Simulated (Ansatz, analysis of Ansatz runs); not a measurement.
## Migration in CsLiBr2 (P4/nmm): F_i hop between interstitial places, charge −1

How high is the barrier when F changes place in CsLiBr2 (P4/nmm)? The case: F_i hop between interstitial places, charge −1, in a cell of 32 host atoms with 1 F put in.

Method: plane-wave PAW DFT, PBEsol; nudged elastic band between two relaxed defect structures at fixed charge in a uniform background, in Ansatz 0.2.0.

## 1. Starting point

The cell holds 33 atoms: 8 Cs, 8 Li, 16 Br and 1 F. Cell: a = 12.183 Å, b = 12.183 Å, c = 12.183 Å, α = 130.4°, β = 130.4°, γ = 72.7°. It derives from CsLiBr2 (space group P4/nmm). Nearest the centre at fractional (0.125, 0.125, 0.750): F33 at 1.81 Å, Br17 at 2.42 Å, Br22 at 2.42 Å, Cs3 at 2.67 Å, Cs5 at 2.67 Å, Br18 at 4.35 Å, Br21 at 4.35 Å, Br19 at 4.35 Å. The cell carries charge −1.

The cell's shortest repeat is 10.2 Å.

## 2. Relaxation of the start point, charge −1

The ends come first: from an unrelaxed start the top is counted from too high an energy, and the barrier comes out too low. Small random displacements break the symmetry of the ideal sites, so that the defect can distort if it gains by it. The charge of −1 is set by the electron count, and a uniform background keeps the cell neutral.

Contents of qm1.start/input.yaml:

```yaml
crystal:
  lattice:
    - [-5.10743538, 5.10743538, 9.81108197]
    - [5.10743538, -5.10743538, 9.81108197]
    - [5.10743538, 5.10743538, -9.81108197]
  atoms:
    - { symbol: Cs, position: [0.39975685, 0.14975685, 0.25] }
    - { symbol: Cs, position: [0.39975685, 0.64975685, 0.75] }
    - { symbol: Cs, position: [0.89975685, 0.14975685, 0.75] }
    - { symbol: Cs, position: [0.89975685, 0.64975685, 0.25] }
    - { symbol: Cs, position: [0.35024315, 0.10024315, 0.75] }
    - { symbol: Cs, position: [0.35024315, 0.60024315, 0.25] }
    - { symbol: Cs, position: [0.85024315, 0.10024315, 0.25] }
    - { symbol: Cs, position: [0.85024315, 0.60024315, 0.75] }
    - { symbol: Li, position: [0.0419427, 0.2919427, 0.25] }
    - { symbol: Li, position: [0.0419427, 0.7919427, 0.75] }
    - { symbol: Li, position: [0.5419427, 0.2919427, 0.75] }
    - { symbol: Li, position: [0.5419427, 0.7919427, 0.25] }
    - { symbol: Li, position: [0.2080573, 0.4580573, 0.75] }
    - { symbol: Li, position: [0.2080573, 0.9580573, 0.25] }
    - { symbol: Li, position: [0.7080573, 0.4580573, 0.25] }
    - { symbol: Li, position: [0.7080573, 0.9580573, 0.75] }
    - { symbol: Br, position: [0.08191715, 0.33191715, 0.75] }
    - { symbol: Br, position: [0.08191715, 0.83191715, 0.25] }
    - { symbol: Br, position: [0.58191715, 0.33191715, 0.25] }
    - { symbol: Br, position: [0.58191715, 0.83191715, 0.75] }
    - { symbol: Br, position: [0.16808285, 0.41808285, 0.25] }
    - { symbol: Br, position: [0.16808285, 0.91808285, 0.75] }
    - { symbol: Br, position: [0.66808285, 0.41808285, 0.75] }
    - { symbol: Br, position: [0.66808285, 0.91808285, 0.25] }
    - { symbol: Br, position: [0.0, 0.0, 0.0] }
    - { symbol: Br, position: [0.0, 0.5, 0.5] }
    - { symbol: Br, position: [0.5, 0.0, 0.5] }
    - { symbol: Br, position: [0.5, 0.5, 0.0] }
    - { symbol: Br, position: [0.25, 0.25, 0.5] }
    - { symbol: Br, position: [0.25, 0.75, 0.0] }
    - { symbol: Br, position: [0.75, 0.25, 0.0] }
    - { symbol: Br, position: [0.75, 0.75, 0.5] }
    - { symbol: F, position: [0.25, 0.25, 0.0] }
total_charge: -1
basis:
  ecutwfc: 420
  xc_grid: 2
hamiltonian:
  xc: pbesol
kpoints:
  mp_grid: { grid: [1, 1, 1] }
scf:
  occupations: { method: fixed }
  max_iter: 100
output:
  forces: true
relax:
  f_tol: 0.02
  max_steps: 70
  random_displacement: { amplitude: 0.03, seed: 4750 }
```

Launch:

```console
$ ansatz run input.yaml --threads 4 --pin off --max-ram 7536MiB --backend cpu --events-out ev --progress --plain --runs-dir out
```

Numbers of over 12 decimals in the logs are rounded to 6 here.

The program printed:

```text
[... repeated set-up lines and file paths are left out, and long positions are rounded to six places ...]
The last accepted step is kept in <dir> (removed where the run ends without a failure and the disk answers)
Engine: ansatz 0.2.0, aarch64-unknown-linux-gnu
Pseudopotentials: kind: paw
Pseudopotential: Cs, paw, valence charge 9, recommended cutoff 420 eV (normal), Cs.paw.azcp
Pseudopotential: Li, paw, valence charge 3, recommended cutoff 420 eV (normal), Li.paw.azcp
Pseudopotential: Br, paw, valence charge 7, recommended cutoff 420 eV (normal), Br.paw.azcp
Pseudopotential: F, paw, valence charge 7, recommended cutoff 420 eV (normal), F.paw.azcp
Functional definition: PBEsol
  exchange = pbesol_x
  correlation = pbesol_c
Crystal: 33 atoms, lattice volume = 1023.723 Å³
Basis set: ecut = 420 eV, 20049 PW (Γ), exchange–correlation on 180×180×180 points (8 copies of the dense FFT grid, shifted against one another)
Bands: 141, of which v1, the nominal top of the filled ones, is band 108 counted from 1 (107 counted from 0)
Symmetry: 1 space group operations
k-points: 1
Non-local potential: Cs, projectors of the file, l = 0: 3, l = 1: 2, l = 2: 2, l = 3: 2
Non-local potential: Li, projectors of the file, l = 0: 3, l = 1: 2, l = 2: 1
Non-local potential: Br, projectors of the file, l = 0: 2, l = 1: 2, l = 2: 2
Non-local potential: F, projectors of the file, l = 0: 2, l = 1: 2, l = 2: 1
PAW form: soft (Blöchl's): semilocal exchange-correlation on the pseudo side does not see the compensation charge
PAW frozen core: Cs, regenerated for the run's functional, and the local potential with it (the file was generated under x = pbe(κ = 0.804, μ = 0.219515), c = pbe(β = 0.066725))
PAW frozen core: Br, regenerated for the run's functional, and the local potential with it (the file was generated under x = pbe(κ = 0.804, μ = 0.219515), c = pbe(β = 0.066725))
PAW frozen core: F, regenerated for the run's functional, and the local potential with it (the file was generated under x = pbe(κ = 0.804, μ = 0.219515), c = pbe(β = 0.066725))
PAW one-centre angular grid: Cs, 194 points (default); XC on 64 Gauss nodes
PAW one-centre angular grid: Li, 110 points (default); XC on 64 Gauss nodes
PAW one-centre angular grid: Br, 110 points (default); XC on 64 Gauss nodes
PAW one-centre angular grid: F, 110 points (default); XC on 64 Gauss nodes
Initial density: superposition of atomic densities (neutral atoms scaled as one to the charged cell's electrons: chi_scale 0, normalization atom), corrected by the library's trained network
Initial wavefunctions: pseudopotential atomic-orbital guess
Functional: x = pbesol(κ = 0.804, μ = 0.123457), c = pbesol(β = 0.046)
SCF iter   1: F=—  HF=-90942.459398 eV  |F-HF|=—  |Δ(HF+E_count)|=         —  Δρ=3.86e-3  dr2=2.42e-1  ethr=1.77e-3  ⟨swp⟩=6.0  Hψ=468  notcnv=0  defer=30
preconditioner: auto → Resta (q_TF=auto, 2.105 Å⁻¹)  ε∞=2.8  [insulator: Δε(μ)=3.100 eV  Ē_g=11.565 eV  n_scr=154 (ndim 8)  ℏωp=15.7 eV  f_vac=0.042  ε∞_Penn≈2.8]
SCF iter   2: F=—  HF=-90942.396508 eV  |F-HF|=—  |Δ(HF+E_count)|=   6.29e-2  Δρ=1.66e-3  dr2=5.30e-2  ethr=1.12e-4  ⟨swp⟩=5.0  Hψ=247  notcnv=0  defer=31
SCF iter   3: F=—  HF=-90942.383508 eV  |F-HF|=—  |Δ(HF+E_count)|=   1.30e-2  Δρ=1.25e-3  dr2=1.14e-2  ethr=2.45e-5  ⟨swp⟩=5.0  Hψ=211  notcnv=0  defer=27
automatic band count: iteration 3 solves 136 bands in place of 141: the levels show a gap, and the empty bands left out lie too high to hold charge; the band table lists the bands solved (type scf.n_extra_bands for more)
SCF iter   4: F=—  HF=-90942.381903 eV  |F-HF|=—  |Δ(HF+E_count)|=   1.60e-3  Δρ=4.28e-4  dr2=1.87e-3  ethr=5.30e-6  ⟨swp⟩=10.0  Hψ=260  notcnv=0  defer=25
SCF iter   5: F=—  HF=-90942.382388 eV  |F-HF|=—  |Δ(HF+E_count)|=   4.84e-4  Δρ=9.65e-5  dr2=1.32e-4  ethr=8.65e-7  ⟨swp⟩=3.0  Hψ=241  notcnv=0  defer=25
SCF iter   6: F=—  HF=-90942.382513 eV  |F-HF|=—  |Δ(HF+E_count)|=   1.25e-4  Δρ=2.91e-5  dr2=1.29e-5  ethr=6.11e-8  ⟨swp⟩=2.0  Hψ=206  notcnv=0  defer=25
SCF iter   7: F=-90942.382535 eV  HF=-90942.382533 eV  |F-HF|=1.14e-6  |Δ(HF+E_count)|=   2.07e-5  Δρ=5.09e-6  dr2=4.17e-7  ethr=4.63e-9  ⟨swp⟩=5.0  Hψ=442  notcnv=0
SCF 1 converged in 7 iterations: F = -90942.382535 eV  dr2 = 4.17e-7
  greatest PAW one-centre occupation: 1.000 electrons in one spin orbital (limit 2), on the Li atom at site 10 (counted from 0), in its partial waves of l = 0
relax step   1: F+E_penalty+E_count = -90942.38253463 eV  Δ(F+E_penalty+E_count) = +0.000e0 eV  max|allowed force component| = 5.447e-1 eV/Å  Δτ_max = 0.0000 Å  (7 SCF iters, dr2 threshold 1.00e-5 eV, accepted)
[... the SCF cycles and remarks between the steps are left out from here to the last step ...]
relax step   2: F+E_penalty+E_count = -90943.08082046 eV  Δ(F+E_penalty+E_count) = -6.983e-1 eV  max|allowed force component| = 3.439e-1 eV/Å  Δτ_max = 0.1949 Å  (6 SCF iters, dr2 threshold 1.85e-5 eV, accepted)
relax step   3: F+E_penalty+E_count = -90943.38885084 eV  Δ(F+E_penalty+E_count) = -3.080e-1 eV  max|allowed force component| = 1.097e-1 eV/Å  Δτ_max = 0.1967 Å  (6 SCF iters, dr2 threshold 7.39e-6 eV, accepted)
relax step   4: F+E_penalty+E_count = -90943.42462122 eV  Δ(F+E_penalty+E_count) = -3.577e-2 eV  max|allowed force component| = 1.108e-1 eV/Å  Δτ_max = 0.1149 Å  (6 SCF iters, dr2 threshold 1.22e-6 eV, accepted)
relax step   5: F+E_penalty+E_count = -90943.43796965 eV  Δ(F+E_penalty+E_count) = -1.335e-2 eV  max|allowed force component| = 7.596e-3 eV/Å  Δτ_max = 0.0338 Å  (6 SCF iters, dr2 threshold 1.25e-6 eV, accepted)
iter 1 solved again at ethr=3.63e-11 eV; its pass at ethr=3.10e-3 eV (dr2=7.83e-8 eV) is discarded
SCF iter   1: F=—  HF=-90943.437937 eV  |F-HF|=—  |Δ(HF+E_count)|=         —  Δρ=2.43e-6  dr2=7.82e-8  ethr=3.63e-11  ⟨swp⟩=1.0  Hψ=296  notcnv=0  defer=22
automatic band count: iteration 1 solves 136 bands in place of 141: the levels show a gap, and the empty bands left out lie too high to hold charge; the band table lists the bands solved (type scf.n_extra_bands for more)
SCF iter   2: F=-90943.437970 eV  HF=-90943.437970 eV  |F-HF|=2.31e-8  |Δ(HF+E_count)|=   3.25e-5  Δρ=1.31e-6  dr2=2.59e-8  ethr=3.62e-11  ⟨swp⟩=4.0  Hψ=386  notcnv=0
SCF 6 converged in 2 iterations: F = -90943.437970 eV  dr2 = 2.59e-8
relax step   6: F+E_penalty+E_count = -90943.43796967 eV  Δ(F+E_penalty+E_count) = -1.870e-8 eV  max|allowed force component| = 7.592e-3 eV/Å  Δτ_max = 0.0000 Å  (2 SCF iters, accepted)
SCF converged after 2 iterations
Free energy (F): -90943.437970 eV
Harris-Foulkes:  -90943.437970 eV  (|F-HF|=2.31e-8)
Internal energy: -90943.437970 eV  (E = F + TS)
E sigma→0 (E₀):  -90943.437970 eV
Fermi energy:    2.282384 eV
--- Per-component energies (eV) ---
  E_band       = -1394.123817
  E_kinetic    = 3684.448030
  E_local      = -7529.665745  (includes V_loc(G=0)·N_el)
  E_nonlocal   = 1190.051533
  E_hartree    = 2348.157037
  E_xc         = -5756.086337
  E_vxc        = -2916.106506  (∫ρ·V_xc dr)
  E_paw        = -75463.333124  (= ΣΔE_a)
  E_vpaw       = -519.169142  (= ΣTr[D̂ρ^β])
  E_aug_tail   = 0.002120  (compensation charges beyond the density's cutoff)
  E_ewald      = -9419.683531
  E_core_change = 2.672048  (= ΣΔE_core)
  E_smearing   = -0.000000  (= −TS)
  E_closure    = 0.000000  (closes the sum)
  E_deformation_potential = -10.541316  (in the stress; not in F)
  Σ components = -90943.437970   (vs F -90943.437970, Δ=0.00e0)
--- Forces (eV/Å), atoms counted from 1 ---
  atom   1  Cs     0.00073527     0.00016872    -0.00395610
  atom   2  Cs    -0.00073940     0.00023455    -0.00184739
  atom   3  Cs     0.00113145     0.00019297    -0.00384428
  atom   4  Cs    -0.00023635     0.00010161    -0.00225495
  atom   5  Cs     0.00010786     0.00025709     0.00476431
  atom   6  Cs     0.00131885    -0.00085728     0.00291364
  atom   7  Cs     0.00065069    -0.00009018     0.00252640
  atom   8  Cs    -0.00047722     0.00024261     0.00132543
  atom   9  Li    -0.00358962    -0.00037778     0.00534031
  atom  10  Li     0.00324336     0.00118333     0.00671663
  atom  11  Li     0.00473284     0.00060489    -0.00144974
  atom  12  Li    -0.00525501     0.00031156    -0.00319479
  atom  13  Li    -0.00056504     0.00247573    -0.00610116
  atom  14  Li     0.00014351    -0.00547228     0.00265144
  atom  15  Li    -0.00136027    -0.00303835    -0.00579376
  atom  16  Li    -0.00112335     0.00542948     0.00285648
  atom  17  Br     0.00074720    -0.00260541     0.00530729
  atom  18  Br     0.00001104    -0.00101314     0.00148916
  atom  19  Br     0.00019694     0.00319596     0.00604944
  atom  20  Br     0.00015258     0.00121392     0.00187600
  atom  21  Br     0.00305944     0.00029196    -0.00570660
  atom  22  Br    -0.00304137     0.00056314    -0.00490279
  atom  23  Br     0.00068045     0.00019125    -0.00042397
  atom  24  Br    -0.00117568    -0.00004410    -0.00173439
  atom  25  Br    -0.00058466     0.00037380    -0.00759298
  atom  26  Br     0.00302586    -0.00167049    -0.00071093
  atom  27  Br     0.00204570    -0.00099388    -0.00116898
  atom  28  Br     0.00040913    -0.00103515     0.00755565
  atom  29  Br     0.00029744     0.00040692     0.00053121
  atom  30  Br    -0.00242986    -0.00248887     0.00040397
  atom  31  Br     0.00037246    -0.00039088    -0.00018129
  atom  32  Br    -0.00279059     0.00385115    -0.00000664
  atom  33  F      0.00030039    -0.00121760    -0.00148184
  max |Σ_I F_I| component: 4.52e-5 eV/Å
--- Relaxed structure (6 steps of the walk, 6 accepted, 0 SCFs on fresh bases) ---
  F+E_penalty+E_count = -90943.43796967 eV   max|allowed force component| = 7.592e-3 eV/Å
  atoms:
    - { symbol: Cs, position: [0.378499, 0.163174, 0.215116] }
    - { symbol: Cs, position: [0.410294, 0.649008, 0.761613] }
    - { symbol: Cs, position: [0.948103, 0.163357, 0.784755] }
    - { symbol: Cs, position: [0.887171, 0.648764, 0.238206] }
    - { symbol: Cs, position: [0.336813, 0.121420, 0.784705] }
    - { symbol: Cs, position: [0.337164, 0.551883, 0.215232] }
    - { symbol: Cs, position: [0.851467, 0.089434, 0.238344] }
    - { symbol: Cs, position: [0.851250, 0.612899, 0.761679] }
    - { symbol: Li, position: [0.039389, 0.295125, 0.255794] }
    - { symbol: Li, position: [0.038976, 0.783627, 0.744169] }
    - { symbol: Li, position: [0.541857, 0.283765, 0.741687] }
    - { symbol: Li, position: [0.542044, 0.800658, 0.258545] }
    - { symbol: Li, position: [0.205322, 0.460868, 0.744547] }
    - { symbol: Li, position: [0.216951, 0.958066, 0.258777] }
    - { symbol: Li, position: [0.716723, 0.460829, 0.255988] }
    - { symbol: Li, position: [0.699719, 0.958318, 0.741807] }
    - { symbol: Br, position: [0.055808, 0.337913, 0.717824] }
    - { symbol: Br, position: [0.088303, 0.831151, 0.256801] }
    - { symbol: Br, position: [0.620289, 0.337692, 0.282195] }
    - { symbol: Br, position: [0.574515, 0.831353, 0.743257] }
    - { symbol: Br, position: [0.162263, 0.444365, 0.282114] }
    - { symbol: Br, position: [0.161837, 0.880033, 0.717656] }
    - { symbol: Br, position: [0.668564, 0.412204, 0.743221] }
    - { symbol: Br, position: [0.668911, 0.925527, 0.256712] }
    - { symbol: Br, position: [0.000719, 0.000773, -0.000556] }
    - { symbol: Br, position: [0.000457, 0.500278, 0.500485] }
    - { symbol: Br, position: [0.500606, 0.000514, 0.500545] }
    - { symbol: Br, position: [0.498914, 0.498774, -0.000512] }
    - { symbol: Br, position: [0.249857, 0.249539, 0.499444] }
    - { symbol: Br, position: [0.250509, 0.750502, 0.000881] }
    - { symbol: Br, position: [0.750197, 0.250192, 0.000228] }
    - { symbol: Br, position: [0.749354, 0.749853, 0.499388] }
    - { symbol: F, position: [0.250251, 0.250006, 3.82826079371592e-5] }
```

It took 20 s on 4 threads of Arm Neoverse V1, shared host; peak memory 1.1 GiB; 72 s of CPU time.

The steps of the relaxation:

```csv
step,energy less that of the first step (eV),largest force component (eV/Å)
1,0.0000,0.5447
2,-0.6983,0.3439
3,-1.0063,0.1097
4,-1.0421,0.1108
5,-1.0554,0.0076
6,-1.0554,0.0076
```

The atoms that moved most (Å, from the sites as typed, ahead of the random displacement):

```csv
atom,dx,dy,dz,length
Cs6,-0.358,0.002,-0.263,0.444
Cs3,0.000,0.355,0.266,0.443
Cs1,-0.001,-0.356,0.264,0.443
Cs5,0.354,0.000,-0.266,0.443
Br19,-0.002,0.331,0.116,0.350
Br17,0.000,-0.329,0.117,0.349
Br22,-0.328,-0.003,-0.119,0.348
Br21,0.328,0.000,-0.116,0.348
```

The relaxed structure:

```xyz
33
Lattice="-5.1074 5.1074 9.8111 5.1074 -5.1074 9.8111 5.1074 5.1074 -9.8111" Properties=species:S:1:pos:R:3 pbc="T T T"
Cs   -0.0011    2.1984    3.2039
Cs    5.1091    2.6707    2.9207
Cs    0.0000    8.0161    3.2053
Cs   -0.0010    2.4343   12.7321
Cs    2.9077    5.1079   -3.2030
Cs    2.1959    0.0026    6.6109
Cs   -2.6747    5.1094    6.8928
Cs    2.6729    5.1076    6.8920
Li    2.6126    0.0003    0.7723
Li    7.6041   -0.0025    0.7695
Li    2.4699    5.1063    0.8235
Li    2.6414   -0.0004   10.6367
Li    5.1079    2.4975   -0.7688
Li    5.1069   -2.4635    8.9893
Li    0.0005    2.6144    9.0415
Li    5.1095    2.4680    8.9892
Br    5.1071    2.2254   -3.1798
Br    5.1056   -2.4825    6.5013
Br   -0.0021    2.8846    6.6302
Br    5.1079    2.4844    6.5009
Br    2.8817    0.0001    3.1838
Br    7.3335   -0.0028    3.1809
Br    2.4866    5.1053    3.3117
Br    2.6218    0.0005   13.1245
Br   -0.0026   -0.0031    0.0201
Br    5.1090    0.0034    0.0025
Br    0.0023    5.1107    0.0056
Br   -0.0033   -0.0019    9.7934
Br    2.5493    2.5525   -0.0005
Br    2.5582   -2.5492    9.8124
Br   -2.5526    2.5549    9.8127
Br    2.5531    2.5480    9.8093
F    -0.0011    0.0014    4.9077
```

Neighbours of F33 at the end:

```csv
atom,distance (Å)
Cs5,2.779
Cs6,2.780
Cs1,2.780
Cs3,2.782
Br22,3.358
Br19,3.359
Br21,3.359
Br17,3.359
```

Read from the output:

```
free energy                                                                                       : -90943.4380 eV
largest move from the ideal geometry of this structure, a common shift of the far atoms taken out : 0.4445 Å
```

The relaxation gained 1.055 eV and ended with a largest force component of 0.0076 eV/Å.

[end of part 1 of 4]

[Logs are printed without paths, hosts, clocks, repeated set-up lines and the standing remarks that a program may print on its own settings, such as how far it seeks lower states.]

[Hosts, paths, dates, database ids (printed as entryN), source tags and the programs' standing remarks are cut or masked in the printed files.]
